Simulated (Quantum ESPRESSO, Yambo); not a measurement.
# SnSe2 (1T monolayer): G0W0 with Yambo, start to end, part 2 of 3

Wanted: ground state, empty states, screening and self-energy for SnSe2 (1T monolayer).

Quantum ESPRESSO 7.5 and Yambo 5.3.0; PBE and many-body steps on it, plane waves. Known limits of the many-body steps: not at the basis limit; no spin-orbit coupling.

So far. Step 2 (Ground state): The gap is indirect, with the least direct gap 0.30 eV higher. Step 3 (Bands along the symmetry lines): The gap is 0.780 eV, −0.059 eV from the run before at this level.

### 4. Empty states on the mesh, 6×6×1 mesh, 293 bands

Level of this step: DFT, PBE, plane waves, norm-conserving pseudopotentials (Quantum ESPRESSO).

The sums over transitions need many empty states on a uniform mesh; this step solves for them.

Input file pw.in:

```
&control
  calculation = 'nscf'
  prefix = 'x'
  outdir = 'o'
  pseudo_dir = 'pseudo'
/
&system
  ibrav = 0
  nat = 3
  ntyp = 2
  ecutwfc = 104.0
  nbnd = 293
  force_symmorphic = .true.
/
&electrons
  conv_thr = 1e-9
  electron_maxstep = 80
  diago_full_acc = .true.
  diago_thr_init = 5e-6
/
ATOMIC_SPECIES
  Sn 118.71 Sn.upf
  Se 78.971 Se.upf
CELL_PARAMETERS angstrom
  3.8716529879 0.0000000000 0.0000000000
  -1.9358264940 3.3529498421 0.0000000000
  0.0000000000 0.0000000000 15.0000000000
ATOMIC_POSITIONS crystal
  Sn 0.0000000000 0.0000000000 0.5000000000
  Se 0.3333333333 0.6666666667 0.6064274056
  Se 0.6666666667 0.3333333333 0.3935725944
K_POINTS automatic
  6 6 1 0 0 0
```

Command:

```sh
$ OMP_NUM_THREADS=1 mpirun -n 8 pw.x -nk 4 -in pw.in > pw.out
```

Log:

```text
[banner, memory and clock lines left out]
Program PWSCF v.7.5 starts

     Atomic positions and unit cell read from directory:
     o/x.save/

     Message from routine setup:
     using ibrav=0 with symmetry is DISCOURAGED, use correct ibrav instead

     bravais-lattice index     =            0
     lattice parameter (alat)  =       7.3164  a.u.
     unit-cell volume          =    1314.0483 (a.u.)^3
     number of atoms/cell      =            3
     number of atomic types    =            2
     number of electrons       =        70.00
     number of Kohn-Sham states=          293
     kinetic-energy cutoff     =     104.0000  Ry
     charge density cutoff     =     416.0000  Ry
     Exchange-correlation= PBE
                           (   1   4   3   4   0   0   0)

     celldm(1)=   7.316364  celldm(2)=   0.000000  celldm(3)=   0.000000
     celldm(4)=   0.000000  celldm(5)=   0.000000  celldm(6)=   0.000000

     crystal axes: (cart. coord. in units of alat)
               a(1) = (   1.000000   0.000000   0.000000 )
               a(2) = (  -0.500000   0.866025   0.000000 )
               a(3) = (   0.000000   0.000000   3.874314 )

     reciprocal axes: (cart. coord. in units 2 pi/alat)
               b(1) = (  1.000000  0.577350 -0.000000 )
               b(2) = (  0.000000  1.154701  0.000000 )
               b(3) = (  0.000000 -0.000000  0.258110 )
     Pseudo is Norm-conserving + core correction, Zval = 22.0
     Generated using ONCVPSP code by D. R. Hamann
     Using radial grid of 1628 points,  6 beta functions with:
     Pseudo is Norm-conserving + core correction, Zval = 24.0
     Generated using ONCVPSP code by D. R. Hamann
     Using radial grid of 1214 points,  6 beta functions with:
     Sn               22.00   118.71000     Sn( 1.00)
     Se               24.00    78.97100     Se( 1.00)

     12 Sym. Ops., with inversion, found

   Cartesian axes

     site n.     atom                  positions (alat units)
         1        Sn     tau(   1) = (   0.0000000   0.0000000   1.9371571  )
         2        Se     tau(   2) = (  -0.0000000   0.5773503   2.3494903  )
         3        Se     tau(   3) = (   0.5000000   0.2886751   1.5248239  )

     number of k points=     7
                       cart. coord. in units 2pi/alat
        k(    1) = (   0.0000000   0.0000000   0.0000000), wk =   0.0555556
        k(    2) = (   0.0000000   0.1924501   0.0000000), wk =   0.3333333
        k(    3) = (   0.0000000   0.3849002   0.0000000), wk =   0.3333333
        k(    4) = (   0.0000000  -0.5773503   0.0000000), wk =   0.1666667
        k(    5) = (   0.1666667   0.2886751   0.0000000), wk =   0.3333333
        k(    6) = (   0.1666667   0.4811252   0.0000000), wk =   0.6666667
        k(    7) = (   0.3333333   0.5773503   0.0000000), wk =   0.1111111

     Dense  grid:   188291 G-vectors     FFT dimensions: (  48,  48, 192)

     The potential is recalculated from file :
     o/x.save/charge-density

     Starting wfcs are   39 randomized atomic wfcs +  254 random wfcs

     Band Structure Calculation

     End of band structure calculation

          k = 0.0000 0.0000 0.0000 ( 23547 PWs)   bands (ev):

  -206.8538-206.8538-146.3464-146.3464-146.3464-146.3464-146.3058-146.3058
  -129.0063 -84.7844 -84.7844 -84.7746 -46.5280 -46.5280 -46.5280 -46.5280
   -46.4907 -46.4907 -46.4904 -46.4904 -46.4782 -46.4781 -20.9774 -20.9774
   -20.9474 -20.9376 -20.9376 -13.1638 -11.9054  -5.3968  -0.8812  -0.3098
[...]
[... 25 further rows ...]
[...]
66.9724  66.9724  67.0410  67.6079  67.6454

          k = 0.0000 0.1925 0.0000 ( 23503 PWs)   bands (ev):

  -206.8538-206.8538-146.3464-146.3464-146.3464-146.3464-146.3058-146.3058
[...]
[... 25 further rows ...]
[...]
67.8819  67.9579  68.3470  68.6189  68.9386

          k = 0.0000 0.3849 0.0000 ( 23496 PWs)   bands (ev):

  -206.8538-206.8538-146.3464-146.3464-146.3464-146.3464-146.3058-146.3058
[...]
20.6411  20.8254  21.0720  21.2286  21.7079  21.8791  22.4358  22.5283
     [... 25 further rows ...]
    67.7466  67.9631  68.4032  68.4513  68.5768  68.8809  68.9421  69.1727
    69.1979  69.5639  69.6556  69.7006  69.8841

          k = 0.0000-0.5774 0.0000 ( 23536 PWs)   bands (ev):

     [... further k-points ...]

     highest occupied, lowest unoccupied level (ev):     0.1392    0.9303

     XML data file, pseudopotentials, collected wavefunctions
```

It took 1.7 min on 8 MPI ranks of Arm Neoverse V1, shared host; peak memory 2.8 GiB; 14 min of CPU time.

Numbers from this step:

```yaml
gap: 0.7911 eV
k_of_the_valence_top: 0, 0.1667, 0
k_of_the_conduction_bottom: 0, -0.5, 0
least_direct_gap: 1.097 eV
k_points_computed: 7
lowest_point_of_the_top_converged_band_above_the_valence_top: 67.5063 eV
```

On this mesh the gap is 0.791 eV.

### 5. Conversion and set-up

This step: Yambo 5.3.0; conversion and set-up on PBE, plane waves, norm-conserving pseudopotentials.

The states are converted to the many-body program's format and the q mesh is built.

Command:

```sh
$ (cd o/x.save; p2y > p2y.log; mv SAVE ../..); yambo > setup.log
```

Log:

```text
 Yambo, version 5.3.0

 [02] CORE Variables Setup
 =========================

  [02.01] Unit cells
  ==================

  Cell kind             :  HCP
  Atoms in the cell     :  Sn  Se
  number of Sn atoms    :  1
  number of Se atoms    :  2

  List of atomic masses
  Mass of Sn    :  118.7100
  Mass of Se    :  78.97100

  List of atomic coordinates    : [cc]
  Sn1       :   0.00000   0.00000  14.17295  order 1
  Se1       : -0.42881E-09   4.2241       17.190      order 2
  Se2       :   3.65818   2.11205  11.15617  order 3

  Alat factors          :   7.31636   6.33616  28.34589 [a.u.]
  Direct lattice volume :   1314.05    [a.u.]
  Direct lattice vectors:  A[ 1 ]  A[ 2 ]  A[ 3 ]
   A[ 1 ]:  1.000000  0.000000  0.000000  [iru]
   7.316364  0.000000  0.000000  [cc]
   A[ 2 ]: -0.500000  1.000000  0.000000  [iru]
  -3.658182  6.336157  0.000000  [cc]
   A[ 3 ]:  0.000000  0.000000  1.000000  [iru]
    0.00000   0.00000  28.34589  [cc]

  Recip. lattice volume :  0.188768 [a.u.]
  Recip. lattice vectors:  B[ 1 ]  B[ 2 ]  B[ 3 ]
   B[ 1 ]:  1.000000  0.500000  0.000000  [iku]
   0.858785  0.495820 -0.000000  [cc]
   B[ 2 ]:  0.000000  1.000000  0.000000  [iku]
   0.000000  0.991640  0.000000  [cc]
   B[ 3 ]:  0.000000  0.000000  1.000000  [iku]
   0.000000 -0.000000  0.221661  [cc]

  [02.02] Symmetries
  ==================

  Inversion symmetry    : yes
  Spatial inversion     : yes
  Inversion index       :   7
  K-space Time-reversal : no
  Magnetic symmetries   : no
  Group table correct   : yes
  Symmetries units      :  [cc]

   [S  1]:   1.0000       0.0000       0.0000      0.90392E-16   1.0000       0.0000       0.0000       0.0000       1.0000
   [S  2]:   1.0000       0.0000       0.0000      0.29825E-10  -1.0000       0.0000       0.0000       0.0000      -1.0000
   [S  3]: -0.500000  0.866025  0.000000 -0.866025 -0.500000  0.000000  0.000000  0.000000  1.000000
[...]
[S 11]:  0.500000  0.866025  0.000000  0.866025 -0.500000  0.000000  0.000000  0.000000  1.000000
   [S 12]:  0.500000 -0.866025  0.000000 -0.866025 -0.500000  0.000000  0.000000  0.000000  1.000000

  [02.03] Reciprocal space
  ========================

  nG shells         :   8200
  nG charge         :  188291
  nG WFs            :  27455
  nC WFs            :  23616
  G-vecs. in first 80 shells:  [ Number ]
     1    3    5    7    9   15   27   39   41
    53   55   67   79   81   93   99  111  113
   125  137  149  161  167  169  181  193  205
[...]
809   811   823   835   859   865   877   889
  ...
  Shell energy in first 80 shells:  [ mHa ]
[...]
4326.13      4423.38      4425.07      4447.61      4449.64      4523.34      4643.47      4645.50      4646.17
    4815.10      4818.14      4939.29      5012.65      5014.00      5039.24      5306.78      5309.48      5431.64
[...]
K/Q-points units:
  rlu = crystal or reduced units; cc = cartesian coordinates; iku = interal k-units

  K [1]          [rlu]:  0.000000  0.000000  0.000000
         WF components:  23547
  K [2]          [rlu]:  0.000000  0.166667  0.000000
         WF components:  23503
  K [3]          [rlu]:  0.000000  0.333333  0.000000
         WF components:  23496
  K [4]          [rlu]:  0.000000 -0.500000  0.000000
         WF components:  23536
  K [5]          [rlu]:  0.166667  0.166667  0.000000
         WF components:  23506
  K [6]          [rlu]:  0.166667  0.333333  0.000000
         WF components:  23552
  K [7]          [rlu]:  0.333333  0.333333  0.000000
         WF components:  23616

  [02.05] Energies & Occupations
  ==============================

  [X] === General ===
  [X] Electronic Temperature                        :  0.000000  0.000000 [eV K]
  [X] Bosonic    Temperature                        :  0.000000  0.000000 [eV K]
  [X] Finite Temperature mode                       : no
  [X] El. density                                   :  0.35949E+24 [cm-3]
  [X] Fermi Level                                   :  0.139163 [eV]

  [X] === Gaps and Widths ===
  [X] Conduction Band Min                           :  0.791107 [eV]
  [X] Valence Band Max                              :  0.000000 [eV]
  [X] Filled Bands                                  :   35
  [X] Empty Bands                                   :   36  293
  [X] Direct Gap                                    :  1.097116 [eV]
  [X] Direct Gap localized at k                     :   4
  [X] Indirect Gap                                  :  0.791107 [eV]
  [X] Indirect Gap between kpts                     :   2   4
  [X] Last valence band width                       :  0.770971 [eV]
  [X] 1st conduction band width                     :  1.364754 [eV]

  E @ K [1]:  [eV]
  -206.9930 -206.9930 -146.4856 -146.4856 -146.4856 -146.4856 -146.4449 -146.4449
[...]
occ @ K [1]
[...]
E @ K [2]:  [eV]
[...]
occ @ K [2]
[...]
E @ K [3]:  [eV]
[...]
occ @ K [3]
[...]
E @ K [4]:  [eV]
[...]
occ @ K [4]
[...]
E @ K [5]:  [eV]
[...]
occ @ K [5]
[...]
E @ K [6]:  [eV]
[...]
occ @ K [6]
[...]
E @ K [7]:  [eV]
[...]
occ @ K [7]
[...]
0.000000  0.000000  0.000000  0.000000  0.000000  0.000000  0.000000  0.000000
   0.000000  0.000000  0.000000  0.000000  0.000000  0.000000  0.000000  0.000000

 [03] Transferred momenta grid and indexing
 ==========================================

 IBZ Q-points                                      :   7
 BZ  Q-points                                      :   36

 K/Q-points units:
 rlu = crystal or reduced units; cc = cartesian coordinates; iku = interal k-units

 Q [1]          [rlu]:  0.000000  0.000000  0.000000
 Q [2]          [rlu]:  0.17396E-16  0.16667       0.0000
 Q [3]          [rlu]:  0.34792E-16  0.33333       0.0000
 Q [4]          [rlu]: -0.52188E-16 -0.50000       0.0000
 Q [5]          [rlu]:  0.166667  0.166667  0.000000
 Q [6]          [rlu]:  0.166667  0.333333  0.000000
 Q [7]          [rlu]:  0.333333  0.333333  0.000000

  [03.01] X indexes
  =================

   [03.01.01] Sigma indexes
   ========================

 [06] Game Over & Game summary
```

Run time: 4.5 s. Hardware: 1 MPI rank; peak memory 0.27 GiB.

[end of part 2 of 3]

[Paths, hosts, dates, memory and timing lines, banners, echoed tables and standing remarks are left out of the program output.]

[Logs are printed without paths, hosts, clocks, repeated set-up lines and the standing remarks that a program may print on its own settings, such as how far it seeks lower states.]

[Runs of the session that timed out or met a known fault of the program may be left out.]

[Hosts, paths, dates, database ids (printed as entryN), source tags and the programs' standing remarks are cut or masked in the printed files.]
